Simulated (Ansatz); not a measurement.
# The perfect Ge wire along [100], 9 atoms a period, H-terminated

What gap, if any, does the Ge wire along [100], 9 atoms a period, H-terminated have, and how does it change with the functional?

Main program and level: Ansatz 0.2.0; DFT PBE, plane waves, PAW; relaxation of a wire's period; PAW set soft_1, in the first sound run; inputs show where later runs differ.

### 1. Set-up

The cell holds 21 atoms: 9 Ge and 12 H. Its edges and angles: a = 14.361 Å, b = 14.361 Å, c = 5.760 Å, α = 90.0°, β = 90.0°, γ = 90.0°. Vacuum lies along a and b. The structure's axis is c.

### 2. Relaxing the period

Band widths follow the bond lengths, so the wire is relaxed first. The atoms and the third cell vector are free; the box across stays fixed as vacuum. A Fermi-Dirac smearing is set since the result may be a metal. The pressure printed is a third of the stress's trace over the whole box, vacuum included; only the stress along the axis is relaxed.

File input.yaml:

```yaml
crystal:
  lattice:
    - [14.361, 0.0, 0.0]
    - [0.0, 14.361, 0.0]
    - [0.0, 0.0, 5.76]
  atoms:
    - { symbol: Ge, position: [0.299468451, 0.500011588, 0.0] }
    - { symbol: Ge, position: [0.500011588, 0.299468451, 0.0] }
    - { symbol: Ge, position: [0.500011588, 0.700554726, 0.0] }
    - { symbol: Ge, position: [0.700554726, 0.500011588, 0.0] }
    - { symbol: H, position: [0.236752315, 0.437295453, 0.156365698] }
    - { symbol: H, position: [0.437295453, 0.236752315, 0.156365698] }
    - { symbol: H, position: [0.562727724, 0.763270861, 0.156365698] }
    - { symbol: H, position: [0.763270861, 0.562727724, 0.156365698] }
    - { symbol: Ge, position: [0.399740019, 0.600283157, 0.25] }
    - { symbol: Ge, position: [0.600283157, 0.399740019, 0.25] }
    - { symbol: H, position: [0.337023884, 0.662999293, 0.406365698] }
    - { symbol: H, position: [0.662999293, 0.337023884, 0.406365698] }
    - { symbol: Ge, position: [0.500011588, 0.500011588, 0.5] }
    - { symbol: H, position: [0.337023884, 0.337023884, 0.593634302] }
    - { symbol: H, position: [0.662999293, 0.662999293, 0.593634302] }
    - { symbol: Ge, position: [0.399740019, 0.399740019, 0.75] }
    - { symbol: Ge, position: [0.600283157, 0.600283157, 0.75] }
    - { symbol: H, position: [0.236752315, 0.562727724, 0.843634302] }
    - { symbol: H, position: [0.437295453, 0.763270861, 0.843634302] }
    - { symbol: H, position: [0.562727724, 0.236752315, 0.843634302] }
    - { symbol: H, position: [0.763270861, 0.437295453, 0.843634302] }
kpoints:
  mp_grid: { grid: [1, 1, 14] }
scf:
  occupations: { method: fermi_dirac, width: 0.05 }
hamiltonian:
  xc: pbe
  pseudopotentials: { kind: paw, azcp: { folder: soft_1 } }
relax:
  cell: { fix: [a, b, alpha, beta, gamma] }
  max_steps: 45
  f_tol: 0.03
```

On the command line:

```console
$ ansatz run input.yaml --threads 4 --pin off --max-ram 16384MiB --backend cpu --events-out ev --progress --plain --runs-dir out
```

Numbers of over 12 decimals in the logs are rounded to 6 here.

The log of the run:

```text
Engine: ansatz 0.2.0, aarch64-unknown-linux-gnu
Pseudopotentials: kind: paw
Pseudopotential: Ge, paw, valence charge 14, recommended cutoff 420 eV (normal), soft_1/Ge.paw.azcp
Pseudopotential: H, paw, valence charge 1, recommended cutoff 420 eV (normal), soft_1/H.paw.azcp
Functional definition: PBE
  parameter kappa = 0.804
  parameter beta = 0.066725
  exchange = pbe_x(kappa = kappa, mu = beta*pi^2/3)
  correlation = pbe_c(beta = beta)
Crystal: 21 atoms, lattice volume = 1187.933 Å³
Basis set: ecut = 420 eV, 23151 PW (Γ), exchange–correlation on 192×192×80 points (8 copies of the dense FFT grid, shifted against one another)
Bands: 90, of which v1, the nominal top of the filled ones, is band 69 counted from 1 (68 counted from 0)
Symmetry: 8 space group operations
Space group: P-42m (ITA 111), of the structure as read, at distance tolerance 1.1e-4 Å
k-points: 8 of 14
Non-local potential: Ge, projectors of the file, l = 0: 2, l = 1: 2, l = 2: 3, l = 3: 1
Non-local potential: H, projectors of the file, l = 0: 2, l = 1: 1
PAW form: soft (Blöchl's): semilocal exchange-correlation on the pseudo side does not see the compensation charge
PAW one-centre angular grid: Ge, 590 points (default); XC on 64 Gauss nodes
PAW one-centre angular grid: H, 110 points (default); XC on 64 Gauss nodes
Initial density: superposition of atomic densities (neutral atoms: chi_scale 0, normalization atom)
Initial wavefunctions: pseudopotential atomic-orbital guess
Functional: x = pbe(κ = 0.804, μ = 0.219515), c = pbe(β = 0.066725)
SCF iter   1: F=—  HF=-38845.674176 eV  |F-HF|=—  |Δ(HF+E_count)|=         —  Δρ=3.14e-2  dr2=9.81e0  ethr=3.10e-3  ⟨swp⟩=7.2  Hψ=3118  notcnv=0  defer=10
preconditioner: auto → Resta (q_TF=auto, 1.906 Å⁻¹)  ε∞=1.6  [insulator: Δε(μ)=3.711 eV  Ē_g=9.626 eV  σ=0.050 eV  W_gap=1.00  n_scr=134 (ndim 8)  ℏωp=7.5 eV  f_vac=0.640  D(μ)=0.00/eV (n_scr^D=0)  ε∞_Penn≈1.6  vacuum switching on, ρ_ref=6.7e-3 e/Å³]
SCF iter   2: F=—  HF=-38843.317879 eV  |F-HF|=—  |Δ(HF+E_count)|=    2.36e0  Δρ=1.35e-2  dr2=2.08e0  ethr=3.10e-3  ⟨swp⟩=3.0  Hψ=1084  notcnv=0  defer=108
SCF iter   3: F=—  HF=-38842.815666 eV  |F-HF|=—  |Δ(HF+E_count)|=   5.02e-1  Δρ=2.66e-3  dr2=3.05e-1  ethr=1.51e-3  ⟨swp⟩=4.0  Hψ=965  notcnv=0  defer=108
SCF iter   4: F=—  HF=-38842.746447 eV  |F-HF|=—  |Δ(HF+E_count)|=   6.92e-2  Δρ=1.05e-3  dr2=8.16e-3  ethr=2.21e-4  ⟨swp⟩=3.0  Hψ=970  notcnv=0  defer=110
SCF iter   5: F=—  HF=-38842.749801 eV  |F-HF|=—  |Δ(HF+E_count)|=   3.35e-3  Δρ=2.82e-4  dr2=1.37e-3  ethr=5.92e-6  ⟨swp⟩=2.0  Hψ=960  notcnv=0  defer=110
SCF iter   6: F=—  HF=-38842.749899 eV  |F-HF|=—  |Δ(HF+E_count)|=   9.83e-5  Δρ=5.81e-5  dr2=5.55e-5  ethr=9.91e-7  ⟨swp⟩=2.0  Hψ=1162  notcnv=0  defer=110
SCF iter   7: F=—  HF=-38842.750088 eV  |F-HF|=—  |Δ(HF+E_count)|=   1.88e-4  Δρ=1.82e-5  dr2=3.46e-6  ethr=4.02e-8  ⟨swp⟩=2.0  Hψ=1230  notcnv=0  defer=110
SCF iter   8: F=—  HF=-38842.750093 eV  |F-HF|=—  |Δ(HF+E_count)|=   5.67e-6  Δρ=6.71e-6  dr2=3.98e-7  ethr=2.51e-9  ⟨swp⟩=2.0  Hψ=1162  notcnv=0  defer=110
SCF iter   9: F=-38842.750094 eV  HF=-38842.750094 eV  |F-HF|=4.29e-10  |Δ(HF+E_count)|=   7.67e-7  Δρ=1.43e-6  dr2=2.42e-8  ethr=7.25e-11  ⟨swp⟩=5.0  Hψ=2237  notcnv=0
SCF 1 converged in 9 iterations: F = -38842.750094 eV  dr2 = 2.42e-8
  greatest PAW one-centre occupation: 0.998 electrons in one spin orbital (limit 2), on the Ge atom at site 0 (counted from 0), in its partial waves of l = 2
relax step   1: F+E_penalty+E_count = -38842.75009410 eV  Δ(F+E_penalty+E_count) = +0.000e0 eV  max|allowed force component| = 2.655e-1 eV/Å  Δτ_max = 0.0000 Å  P = -0.533 GPa  Ω = 1187.933 Å³  fix = [a, b, alpha, beta, gamma]  reactions: a -0.545, b -0.545 GPa  (9 SCF iters, dr2 threshold 1.00e-7 eV, accepted)
Crystal: 21 atoms, lattice volume = 1188.705 Å³
Basis set: ecut = 420 eV, 23199 PW (Γ), exchange–correlation on 192×192×80 points (8 copies of the dense FFT grid, shifted against one another)
Initial density: handed on by an earlier stage of this run
Initial wavefunctions: those handed on with the density
iter 1 solved again at ethr=1.02e-4 eV; its pass at ethr=3.10e-3 eV (dr2=1.41e-1 eV) is discarded
SCF iter   1: F=—  HF=-38842.837433 eV  |F-HF|=—  |Δ(HF+E_count)|=         —  Δρ=5.02e-3  dr2=1.50e-1  ethr=1.02e-4  ⟨swp⟩=3.5  Hψ=3005  notcnv=0
preconditioner: auto → Resta (q_TF=auto, 1.906 Å⁻¹)  ε∞=1.3  [insulator: Δε(μ)=3.734 eV  Ē_g=21.695 eV  σ=0.050 eV  W_gap=1.00  n_scr=134 (ndim 8)  ℏωp=12.7 eV  f_vac=0.694  D(μ)=0.00/eV (n_scr^D=0)  ε∞_Penn≈1.3  vacuum switching on, ρ_ref=3.4e-2 e/Å³]
SCF iter   2: F=—  HF=-38842.821229 eV  |F-HF|=—  |Δ(HF+E_count)|=   1.62e-2  Δρ=2.14e-3  dr2=2.77e-2  ethr=1.02e-4  ⟨swp⟩=3.1  Hψ=1159  notcnv=0
SCF iter   3: F=—  HF=-38842.822236 eV  |F-HF|=—  |Δ(HF+E_count)|=   1.01e-3  Δρ=9.02e-4  dr2=1.25e-2  ethr=2.00e-5  ⟨swp⟩=3.0  Hψ=1182  notcnv=0
SCF iter   4: F=—  HF=-38842.820272 eV  |F-HF|=—  |Δ(HF+E_count)|=   1.96e-3  Δρ=1.30e-4  dr2=2.16e-4  ethr=9.05e-6  ⟨swp⟩=2.2  Hψ=842  notcnv=0
SCF iter   5: F=—  HF=-38842.820525 eV  |F-HF|=—  |Δ(HF+E_count)|=   2.53e-4  Δρ=5.55e-5  dr2=2.81e-5  ethr=1.57e-7  ⟨swp⟩=2.0  Hψ=1299  notcnv=0  defer=1
SCF iter   6: F=-38842.820534 eV  HF=-38842.820534 eV  |F-HF|=2.36e-7  |Δ(HF+E_count)|=   9.17e-6  Δρ=1.58e-5  dr2=1.75e-6  ethr=1.52e-9  ⟨swp⟩=3.0  Hψ=2714  notcnv=0
SCF 2 converged in 6 iterations: F = -38842.820534 eV  dr2 = 1.75e-6
  greatest PAW one-centre occupation: 0.998 electrons in one spin orbital (limit 2), on the Ge atom at site 2 (counted from 0), in its partial waves of l = 2
relax step   2: F+E_penalty+E_count = -38842.82053398 eV  Δ(F+E_penalty+E_count) = -7.044e-2 eV  max|allowed force component| = 2.204e-1 eV/Å  Δτ_max = 0.0916 Å  P = +0.041 GPa  Ω = 1188.705 Å³  energy of the carried Pulay correction = -1.033e-4 eV  fix = [a, b, alpha, beta, gamma]  reactions: a +0.064, b +0.064 GPa  (6 SCF iters, dr2 threshold 2.10e-6 eV, accepted)
Crystal: 21 atoms, lattice volume = 1184.745 Å³
Basis set: ecut = 420 eV, 23127 PW (Γ), exchange–correlation on 192×192×80 points (8 copies of the dense FFT grid, shifted against one another)
iter 1 solved again at ethr=1.45e-5 eV; its pass at ethr=3.10e-3 eV (dr2=2.00e-2 eV) is discarded
SCF iter   1: F=—  HF=-38842.852203 eV  |F-HF|=—  |Δ(HF+E_count)|=         —  Δρ=1.90e-3  dr2=2.10e-2  ethr=1.45e-5  ⟨swp⟩=2.4  Hψ=2859  notcnv=0
preconditioner: auto → Resta (q_TF=auto, 1.907 Å⁻¹)  ε∞=1.7  [insulator: Δε(μ)=3.782 eV  Ē_g=9.222 eV  σ=0.050 eV  W_gap=1.00  n_scr=134 (ndim 8)  ℏωp=7.5 eV  f_vac=0.688  D(μ)=0.00/eV (n_scr^D=0)  ε∞_Penn≈1.7  vacuum switching on, ρ_ref=6.2e-3 e/Å³]
SCF iter   2: F=—  HF=-38842.849011 eV  |F-HF|=—  |Δ(HF+E_count)|=   3.19e-3  Δρ=8.93e-4  dr2=4.07e-3  ethr=1.45e-5  ⟨swp⟩=2.0  Hψ=840  notcnv=0
SCF iter   3: F=—  HF=-38842.848891 eV  |F-HF|=—  |Δ(HF+E_count)|=   1.20e-4  Δρ=1.45e-4  dr2=4.91e-4  ethr=2.95e-6  ⟨swp⟩=2.0  Hψ=912  notcnv=0
SCF iter   4: F=—  HF=-38842.848933 eV  |F-HF|=—  |Δ(HF+E_count)|=   4.21e-5  Δρ=3.38e-5  dr2=1.84e-5  ethr=3.56e-7  ⟨swp⟩=2.9  Hψ=1333  notcnv=0
SCF iter   5: F=-38842.848937 eV  HF=-38842.848937 eV  |F-HF|=4.74e-7  |Δ(HF+E_count)|=   3.96e-6  Δρ=1.11e-5  dr2=1.73e-6  ethr=1.52e-9  ⟨swp⟩=5.0  Hψ=2172  notcnv=0
SCF 3 converged in 5 iterations: F = -38842.848937 eV  dr2 = 1.73e-6
  greatest PAW one-centre occupation: 0.998 electrons in one spin orbital (limit 2), on the Ge atom at site 1 (counted from 0), in its partial waves of l = 2
relax step   3: F+E_penalty+E_count = -38842.84893686 eV  Δ(F+E_penalty+E_count) = -2.840e-2 eV  max|allowed force component| = 2.145e-2 eV/Å  Δτ_max = 0.0392 Å  P = -0.028 GPa  Ω = 1184.745 Å³  energy of the carried Pulay correction = +4.272e-4 eV  fix = [a, b, alpha, beta, gamma]  reactions: a -0.017, b -0.017 GPa  (5 SCF iters, dr2 threshold 2.10e-6 eV, accepted)
Initial wavefunctions: pseudopotential atomic-orbital guess (no wavefunctions were taken with the density)
iter 1 solved again at ethr=7.82e-8 eV; its pass at ethr=3.10e-3 eV (dr2=1.08e-4 eV) is discarded
SCF iter   1: F=—  HF=-38842.848416 eV  |F-HF|=—  |Δ(HF+E_count)|=         —  Δρ=1.15e-5  dr2=1.71e-6  ethr=7.82e-8  ⟨swp⟩=5.2  Hψ=5679  notcnv=0
preconditioner: auto → Resta (q_TF=auto, 1.907 Å⁻¹)  ε∞=1.7  [insulator: Δε(μ)=3.783 eV  Ē_g=9.222 eV  σ=0.050 eV  W_gap=1.00  n_scr=134 (ndim 8)  ℏωp=7.5 eV  f_vac=0.689  D(μ)=0.00/eV (n_scr^D=0)  ε∞_Penn≈1.7  vacuum switching on, ρ_ref=6.2e-3 e/Å³]
SCF iter   2: F=—  HF=-38842.848581 eV  |F-HF|=—  |Δ(HF+E_count)|=   1.66e-4  Δρ=6.03e-6  dr2=3.83e-7  ethr=1.24e-9  ⟨swp⟩=2.0  Hψ=1272  notcnv=0
SCF iter   3: F=—  HF=-38842.848581 eV  |F-HF|=—  |Δ(HF+E_count)|=   1.91e-7  Δρ=3.18e-6  dr2=1.04e-7  ethr=2.78e-10  ⟨swp⟩=2.0  Hψ=1268  notcnv=0
SCF iter   4: F=—  HF=-38842.848582 eV  |F-HF|=—  |Δ(HF+E_count)|=   1.07e-7  Δρ=4.05e-7  dr2=7.04e-9  ethr=7.54e-11  ⟨swp⟩=2.0  Hψ=912  notcnv=0
SCF iter   5: F=—  HF=-38842.848582 eV  |F-HF|=—  |Δ(HF+E_count)|=   1.53e-9  Δρ=1.64e-7  dr2=3.05e-10  ethr=5.10e-12  ⟨swp⟩=2.0  Hψ=1266  notcnv=0
SCF iter   6: F=-38842.848582 eV  HF=-38842.848582 eV  |F-HF|=5.09e-11  |Δ(HF+E_count)|=  7.06e-10  Δρ=3.00e-8  dr2=1.15e-11  ethr=1.00e-12  ⟨swp⟩=4.2  Hψ=2050  notcnv=0
SCF 4 converged in 6 iterations: F = -38842.848582 eV  dr2 = 1.15e-11
relax step   4: F+E_penalty+E_count = -38842.84858154 eV  Δ(F+E_penalty+E_count) = +3.553e-4 eV  max|allowed force component| = 2.119e-2 eV/Å  Δτ_max = 0.0000 Å  P = -0.027 GPa  Ω = 1184.745 Å³  fix = [a, b, alpha, beta, gamma]  reactions: a -0.016, b -0.016 GPa  stress off target by 4.98e-2 GPa on what of the cell is left free  SCF on the basis re-selected at this cell (its energy is not comparable with the rows above)  (6 SCF iters)
basis re-selected at this cell: Δ(F+E_penalty+E_count) = +3.553e-4 eV, ΔP = +0.000 GPa vs the last step (what re-selecting the basis moved, of the pressure what is left beyond the Pulay correction that the steps carried, after the strain that the cell walked since its last selection, with what the two solves' SCF thresholds leave and, on support functions, any second-order correction that the steps lacked; it is no m [...]
SCF converged after 6 iterations
Free energy (F): -38842.848582 eV
Harris-Foulkes:  -38842.848582 eV  (|F-HF|=5.09e-11)
Internal energy: -38842.848582 eV  (E = F + TS)
E sigma→0 (E₀):  -38842.848582 eV
Fermi energy:    -1.813851 eV
--- Per-component energies (eV) ---
  E_band       = -2729.105066
  E_kinetic    = 985.449555
  E_local      = -64273.106277  (includes V_loc(G=0)·N_el)
  E_nonlocal   = 1976.660914
  E_hartree    = 30974.140991
  E_xc         = -742.971867
  E_vxc        = -712.330485  (∫ρ·V_xc dr)
  E_paw        = -18139.264371  (= ΣΔE_a)
  E_vpaw       = -2654.049542  (= ΣTr[D̂ρ^β])
  E_aug_tail   = -0.011059  (compensation charges beyond the density's cutoff)
  E_ewald      = 10376.253532
  E_smearing   = -0.000000  (= −TS)
  E_closure    = 0.000000  (closes the sum)
  Σ components = -38842.848582   (vs F -38842.848582, Δ=0.00e0)
--- Forces (eV/Å), atoms counted from 1 ---
  atom   1  Ge     0.00174467    -0.00000000    -0.00000000
  atom   2  Ge     0.00000000     0.00174467     0.00000000
  atom   3  Ge     0.00000000    -0.00174467     0.00000000
  atom   4  Ge    -0.00174467     0.00000000     0.00000000
  atom   5  H      0.00335362     0.00179245    -0.00983028
  atom   6  H      0.00179245     0.00335362    -0.00983028
  atom   7  H     -0.00179245    -0.00335362    -0.00983028
  atom   8  H     -0.00335362    -0.00179245    -0.00983028
  atom   9  Ge    -0.00743229     0.00743229     0.01869574
  atom  10  Ge     0.00743229    -0.00743229     0.01869574
  atom  11  H      0.01004907    -0.01004907    -0.02119170
  atom  12  H     -0.01004907     0.01004907    -0.02119170
  atom  13  Ge     0.00000000     0.00000000     0.00000000
  atom  14  H      0.01004907     0.01004907     0.02119170
  atom  15  H     -0.01004907    -0.01004907     0.02119170
  atom  16  Ge    -0.00743229    -0.00743229    -0.01869574
  atom  17  Ge     0.00743229     0.00743229    -0.01869574
  atom  18  H      0.00335362    -0.00179245     0.00983028
  atom  19  H      0.00179245    -0.00335362     0.00983028
  atom  20  H     -0.00179245     0.00335362     0.00983028
  atom  21  H     -0.00335362     0.00179245     0.00983028
  max |Σ_I F_I| component: 3.90e-18 eV/Å
--- Stress (GPa, compression-positive) ---
       -0.016188       0.000000       0.000000
        0.000000      -0.016188       0.000000
        0.000000       0.000000      -0.049836
  P = ⅓ Tr σ = -0.0274 GPa (-0.274 kbar)
--- Relaxed structure (3 steps of the walk, 3 accepted, 1 SCFs on fresh bases) ---
  F+E_penalty+E_count = -38842.84858154 eV   max|allowed force component| = 2.119e-2 eV/Å   (the final SCF, on the basis selected at the relaxed cell)
  cell:  # Å, volume = 1184.7454 Å³
    - [14.361, 0.0, 0.0]
    - [0.0, 14.361, 0]
    - [0.0, 0, 5.744546]
  atoms:
    - { symbol: Ge, position: [0.303335, 0.500012, 0] }
    - { symbol: Ge, position: [0.500012, 0.303335, 0] }
    - { symbol: Ge, position: [0.500012, 0.696688, 0] }
    - { symbol: Ge, position: [0.696688, 0.500012, 0] }
    - { symbol: H, position: [0.239737, 0.438319, 0.153253] }
    - { symbol: H, position: [0.438319, 0.239737, 0.153253] }
    - { symbol: H, position: [0.561705, 0.760286, 0.153253] }
    - { symbol: H, position: [0.760286, 0.561705, 0.153253] }
    - { symbol: Ge, position: [0.401935, 0.598088, 0.246997] }
    - { symbol: Ge, position: [0.598088, 0.401935, 0.246997] }
    - { symbol: H, position: [0.339484, 0.660540, 0.403466] }
    - { symbol: H, position: [0.660540, 0.339484, 0.403466] }
    - { symbol: Ge, position: [0.500012, 0.500012, 0.5] }
    - { symbol: H, position: [0.339484, 0.339484, 0.596534] }
    - { symbol: H, position: [0.660540, 0.660540, 0.596534] }
    - { symbol: Ge, position: [0.401935, 0.401935, 0.753003] }
    - { symbol: Ge, position: [0.598088, 0.598088, 0.753003] }
    - { symbol: H, position: [0.239737, 0.561705, 0.846747] }
    - { symbol: H, position: [0.438319, 0.760286, 0.846747] }
    - { symbol: H, position: [0.561705, 0.239737, 0.846747] }
    - { symbol: H, position: [0.760286, 0.438319, 0.846747] }
```

Elapsed: 72 s, on 4 threads of Arm Neoverse V1, shared host; peak memory 2.3 GiB; 4.5 min of CPU time.

Step by step:

```
step  energy less that of the first step (eV)  largest force component (eV/Å)  pressure (GPa)  volume (Å³)
   1                                   0.0000                          0.2655           -0.53      1187.93
   2                                  -0.0704                          0.2204            0.04      1188.71
   3                                  -0.0988                          0.0215           -0.03      1184.75
  4*                                  -0.0985                          0.0212           -0.03      1184.75
```

Relaxation steps marked * repeat the geometry before them on a plane-wave basis chosen anew for their cell, so energy and pressure can jump there.

The run keeps the 8 symmetry operations that it works with, so distortions that break them were not tested.

| cell as run | before | after | change |
| --- | --- | --- | --- |
| c (Å) | 5.760 | 5.745 | -0.3 % |

The atoms that moved most (Å, along periodic axes as changes of fractional coordinates times the final cell, across vacuum about the mean position):

```
atom      dx      dy      dz  length
 Ge4  -0.056   0.000   0.000   0.056
 Ge3   0.000  -0.056   0.000   0.056
 Ge2   0.000   0.056   0.000   0.056
 Ge1   0.056   0.000   0.000   0.056
 H15  -0.035  -0.035   0.017   0.053
 H12  -0.035   0.035  -0.017   0.053
 H11   0.035  -0.035  -0.017   0.053
 H14   0.035   0.035   0.017   0.053
```

Numbers from this step:

- cell length along the wire: 5.745 Å

The cell's length comes to 5.745 Å with spin left out.

(Part 1 of 2 ends here.)

[Logs are printed without paths, hosts, clocks, repeated set-up lines and the standing remarks that a program may print on its own settings, such as how far it seeks lower states.]

[Hosts, paths, dates, database ids (printed as entryN), source tags and the programs' standing remarks are cut or masked in the printed files.]
